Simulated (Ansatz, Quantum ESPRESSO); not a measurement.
# Complex bands of MgO, rock salt type, lattice constant set to 4.196 Å, part 3 of 4

How good a tunnel barrier is MgO, rock salt type, lattice constant set to 4.196 Å?

Quantum ESPRESSO 7.5; plane-wave DFT, LDA, GBRV ultrasoft pseudopotentials; cross-check by Ansatz 0.2.0 with PAW datasets.

So far. Step 2 (Ground state): The run needed 10 iterations to bring the estimated error under 1e-09 Ry.

### 4. Complex band structure, with epsproj = 0.001

Level of this step: complex band structure by pwcond; plane-wave DFT, LDA, GBRV ultrasoft pseudopotentials (Quantum ESPRESSO).

How much does a setting matter? One run is repeated with a change.

The input, cbs.w.in:

```
&inputcond
  outdir = './out'
  prefixl = 'scf'
  band_file = 'cbs.w'
  ikind = 0
  ewind = 4.0
  epsproj = 0.001
  nz1 = 7
  energy0 = 7.44
  denergy = -0.24
/
4
  0.00000000 0.00000000 1.00000000
  0.50000000 0.00000000 1.00000000
  0.50000000 0.50000000 1.00000000
  0.25000000 0.00000000 1.00000000
40
```

Started as:

```sh
$ OMP_NUM_THREADS=1 mpirun -n 2 pwcond.x -in cbs.w.in > cbs.w.out
```

The program printed:

```text
[banner, memory and clock lines left out]
Program PWCOND v.7.5 starts
[citation notice left out]

[...]
./out/scf.save/

     IMPORTANT: XC functional enforced from input :
     Exchange-correlation= PZ
                           (   1   1   0   0   0   0   0)
     Any further DFT definition will be discarded
     Please, verify this is what you really want

     Check: negative core charge=   -0.000003
     Reading collected, re-writing distributed wavefunctions

===== INPUT FILE containing the left lead =====

     GEOMETRY:

     lattice parameter (alat)  =       5.6069  a.u.
     the volume                =     249.2717 (a.u.)^3
     the cross section         =      31.4368 (a.u.)^2
     l of the unit cell        =       1.4142 (alat)
     number of atoms/cell      =            4
     number of atomic types    =            2

     crystal axes: (cart. coord. in units of alat)
               a(1) = (  1.0000  0.0000  0.0000 )
               a(2) = (  0.0000  1.0000  0.0000 )
               a(3) = (  0.0000  0.0000  1.4142 )

   Cartesian axes

     site n.     atom                  positions (alat units)
          1        Mg     tau(  1)=(  0.0000  0.0000  1.4142  )
          2        O      tau(  2)=(  0.5000  0.5000  1.4142  )
          3        Mg     tau(  3)=(  0.5000  0.5000  0.7071  )
          4        O      tau(  4)=(  0.0000  0.0000  0.7071  )

     nr1s                      =           24
     nr2s                      =           24
     nr3s                      =           32
     nr1sx                     =           24
     nr2sx                     =           24
     nr3sx                     =           32
     nr1                       =           25
     nr2                       =           25
     nr3                       =           36
     nr1x                      =           25
     nr2x                      =           25
     nr3x                      =           36

 _______________________________
  Radii of nonlocal spheres:

     type       ibeta     ang. mom.          radius (alat units)
       Mg         1         0                    0.2701
       Mg         2         0                    0.2701
       Mg         3         0                    0.2701
       Mg         4         1                    0.2701
       Mg         5         1                    0.2701
       Mg         6         2                    0.2701
       Mg         7         2                    0.2701
       O          1         0                    0.2234
       O          2         0                    0.2234
       O          3         1                    0.2234
       O          4         1                    0.2234
       O          5         2                    0.2234
----- General information -----

----- Complex band structure calculation -----

     nrx                       =           24
     nry                       =           24
     nz1                       =            7

     energy0               =         7.4E+00
     denergy               =        -2.4E-01
     nenergy               =         40
     ecut2d                =         4.0E+01
     ewind                 =         4.0E+00
     epsproj               =         1.0E-03

     number of k_|| points=    4
                       cryst. coord.
        k(    1) = (   0.0000000   0.0000000), wk =   0.2500000
        k(    2) = (   0.5000000   0.0000000), wk =   0.2500000
        k(    3) = (   0.5000000   0.5000000), wk =   0.2500000
        k(    4) = (   0.2500000   0.0000000), wk =   0.2500000
----- Information about left lead -----

     nocros                   =           32
     noins                    =           32
     norb                     =           96
     norbf                    =           96
     nrz                      =           32

      iorb      type   ibeta   ang. mom.   m       position (alat)
        1        1       1        0        1   taunew(   1)=(  0.0000  0.0000  0.0000)
        2        1       2        0        1   taunew(   2)=(  0.0000  0.0000  0.0000)
[...]
96        2       5        2        5   taunew(  96)=(  0.5000  0.5000  1.4142)
 ngper, shell number =           97          16
 ngper, n2d =           97          33
---  E-Ef =    7.4400000  k =    0.0000000   0.0000000
---  ie =          1  ik =          1
 Nchannels of the left tip =            1
 Right moving states:
   k1(2pi/a)   k2(2pi/a)   E-Ef (eV)
   0.4210954  -0.0000000   7.4400000
 Left moving states:
   k1(2pi/a)   k2(2pi/a)   E-Ef (eV)
  -0.4210955  -0.0000000   7.4400000

---  E-Ef =    7.2000000  k =    0.0000000   0.0000000
---  ie =          2  ik =          1
 Nchannels of the left tip =            1
 Right moving states:
   k1(2pi/a)   k2(2pi/a)   E-Ef (eV)
   0.3931169  -0.0000000   7.2000000
 Left moving states:
   k1(2pi/a)   k2(2pi/a)   E-Ef (eV)
  -0.3931170  -0.0000000   7.2000000
[... further energies and points left out ...]
---  E-Ef =   -1.6800000  k =    0.2500000   0.0000000
---  ie =         39  ik =          4
 Nchannels of the left tip =            1
 Right moving states:
   k1(2pi/a)   k2(2pi/a)   E-Ef (eV)
   0.3083111  -0.0000000  -1.6800000
 Left moving states:
   k1(2pi/a)   k2(2pi/a)   E-Ef (eV)
  -0.3083111  -0.0000000  -1.6800000

---  E-Ef =   -1.9200000  k =    0.2500000   0.0000000
---  ie =         40  ik =          4
 Nchannels of the left tip =            2
 Right moving states:
   k1(2pi/a)   k2(2pi/a)   E-Ef (eV)
  -0.0482793   0.0000000  -1.9200000
   0.2561046  -0.0000000  -1.9200000
 Left moving states:
   k1(2pi/a)   k2(2pi/a)   E-Ef (eV)
   0.0482793   0.0000000  -1.9200000
  -0.2561046  -0.0000000  -1.9200000

[...]
```

Elapsed: 24 s, on 2 MPI ranks of Intel Xeon Platinum 8375C at 2.90GHz (Ice Lake), shared host; peak memory 0.12 GiB.

The changed values were drawn from a wide range, not chosen for quality; the comparison shows what they did here together.

Beside the run it was changed from:

| quantity | this run | unchanged run | difference |
| --- | --- | --- | --- |
| peak of the smallest κ at the zone centre (Å⁻¹) | 0.336 | 0.336 | 0 |
| wall time (s) | 24 | 38 |  |

The physical values in this table stay within 0.05 %.

### 5. Complex bands with pwcond.x, with ewind, epsproj = [0.1, 0.1]

One more run, with a changed input.

The input, cbs.bad.in:

```
&inputcond
  outdir = './out'
  prefixl = 'scf'
  band_file = 'cbs.bad'
  ikind = 0
  ewind = 0.1
  epsproj = 0.1
  nz1 = 7
  energy0 = 7.44
  denergy = -0.24
/
4
  0.00000000 0.00000000 1.00000000
  0.50000000 0.00000000 1.00000000
  0.50000000 0.50000000 1.00000000
  0.25000000 0.00000000 1.00000000
40
```

Started as:

```sh
$ OMP_NUM_THREADS=1 mpirun -n 2 pwcond.x -in cbs.bad.in > cbs.bad.out
```

The program printed:

```text
[banner, memory and clock lines left out]
Program PWCOND v.7.5 starts
[citation notice left out]

[...]
./out/scf.save/

     IMPORTANT: XC functional enforced from input :
     Exchange-correlation= PZ
                           (   1   1   0   0   0   0   0)
     Any further DFT definition will be discarded
     Please, verify this is what you really want

     Check: negative core charge=   -0.000003
     Reading collected, re-writing distributed wavefunctions

===== INPUT FILE containing the left lead =====

     GEOMETRY:

     lattice parameter (alat)  =       5.6069  a.u.
     the volume                =     249.2717 (a.u.)^3
     the cross section         =      31.4368 (a.u.)^2
     l of the unit cell        =       1.4142 (alat)
     number of atoms/cell      =            4
     number of atomic types    =            2

     crystal axes: (cart. coord. in units of alat)
               a(1) = (  1.0000  0.0000  0.0000 )
               a(2) = (  0.0000  1.0000  0.0000 )
               a(3) = (  0.0000  0.0000  1.4142 )

   Cartesian axes

     site n.     atom                  positions (alat units)
          1        Mg     tau(  1)=(  0.0000  0.0000  1.4142  )
          2        O      tau(  2)=(  0.5000  0.5000  1.4142  )
          3        Mg     tau(  3)=(  0.5000  0.5000  0.7071  )
          4        O      tau(  4)=(  0.0000  0.0000  0.7071  )

     nr1s                      =           24
     nr2s                      =           24
     nr3s                      =           32
     nr1sx                     =           24
     nr2sx                     =           24
     nr3sx                     =           32
     nr1                       =           25
     nr2                       =           25
     nr3                       =           36
     nr1x                      =           25
     nr2x                      =           25
     nr3x                      =           36

 _______________________________
  Radii of nonlocal spheres:

     type       ibeta     ang. mom.          radius (alat units)
       Mg         1         0                    0.2701
       Mg         2         0                    0.2701
       Mg         3         0                    0.2701
       Mg         4         1                    0.2701
       Mg         5         1                    0.2701
       Mg         6         2                    0.2701
       Mg         7         2                    0.2701
       O          1         0                    0.2234
       O          2         0                    0.2234
       O          3         1                    0.2234
       O          4         1                    0.2234
       O          5         2                    0.2234
----- General information -----

----- Complex band structure calculation -----

     nrx                       =           24
     nry                       =           24
     nz1                       =            7

     energy0               =         7.4E+00
     denergy               =        -2.4E-01
     nenergy               =         40
     ecut2d                =         4.0E+01
     ewind                 =         1.0E-01
     epsproj               =         1.0E-01

     number of k_|| points=    4
                       cryst. coord.
        k(    1) = (   0.0000000   0.0000000), wk =   0.2500000
        k(    2) = (   0.5000000   0.0000000), wk =   0.2500000
        k(    3) = (   0.5000000   0.5000000), wk =   0.2500000
        k(    4) = (   0.2500000   0.0000000), wk =   0.2500000
----- Information about left lead -----

     nocros                   =           32
     noins                    =           32
     norb                     =           96
     norbf                    =           96
     nrz                      =           32

      iorb      type   ibeta   ang. mom.   m       position (alat)
        1        1       1        0        1   taunew(   1)=(  0.0000  0.0000  0.0000)
        2        1       2        0        1   taunew(   2)=(  0.0000  0.0000  0.0000)
[...]
96        2       5        2        5   taunew(  96)=(  0.5000  0.5000  1.4142)
 ngper, shell number =           97          16
 ngper, n2d =           97          11
---  E-Ef =    7.4400000  k =    0.0000000   0.0000000
---  ie =          1  ik =          1
 Nchannels of the left tip =            1
 Right moving states:
   k1(2pi/a)   k2(2pi/a)   E-Ef (eV)
   0.2840401   0.0000000   7.4400000
 Left moving states:
   k1(2pi/a)   k2(2pi/a)   E-Ef (eV)
  -0.2840402   0.0000000   7.4400000

---  E-Ef =    7.2000000  k =    0.0000000   0.0000000
---  ie =          2  ik =          1
 Nchannels of the left tip =            1
 Right moving states:
   k1(2pi/a)   k2(2pi/a)   E-Ef (eV)
   0.2546220   0.0000000   7.2000000
 Left moving states:
   k1(2pi/a)   k2(2pi/a)   E-Ef (eV)
  -0.2546221   0.0000000   7.2000000
[... further energies and points left out ...]
---  E-Ef =   -1.6800000  k =    0.2500000   0.0000000
---  ie =         39  ik =          4
 Nchannels of the left tip =            2
 Right moving states:
   k1(2pi/a)   k2(2pi/a)   E-Ef (eV)
   0.1039172  -0.0000000  -1.6800000
  -0.1307384   0.0000000  -1.6800000
 Left moving states:
   k1(2pi/a)   k2(2pi/a)   E-Ef (eV)
  -0.1039172  -0.0000000  -1.6800000
   0.1307384   0.0000000  -1.6800000

---  E-Ef =   -1.9200000  k =    0.2500000   0.0000000
---  ie =         40  ik =          4
 Nchannels of the left tip =            1
 Right moving states:
   k1(2pi/a)   k2(2pi/a)   E-Ef (eV)
  -0.1778849   0.0000000  -1.9200000
 Left moving states:
   k1(2pi/a)   k2(2pi/a)   E-Ef (eV)
   0.1778849   0.0000000  -1.9200000

[...]
```

It took 13 s on 2 MPI ranks; peak memory 0.12 GiB; 26 s of CPU time.

The run finished, but its numbers are not taken as the system's. The fault: a window of plane waves far too small, with a loose projection threshold.

(Part 3 of 4 ends here.)

[Logs are printed without paths, hosts, clocks, repeated set-up lines and the standing remarks that a program may print on its own settings, such as how far it seeks lower states.]

[Hosts, paths, dates, database ids (printed as entryN), source tags and the programs' standing remarks are cut or masked in the printed files.]

[Maps of the electrostatic potential energy from Ansatz leave out the sawtooth potential of an applied field or a dipole correction, so their vacuum need not be flat; planar profiles and work functions include it.]
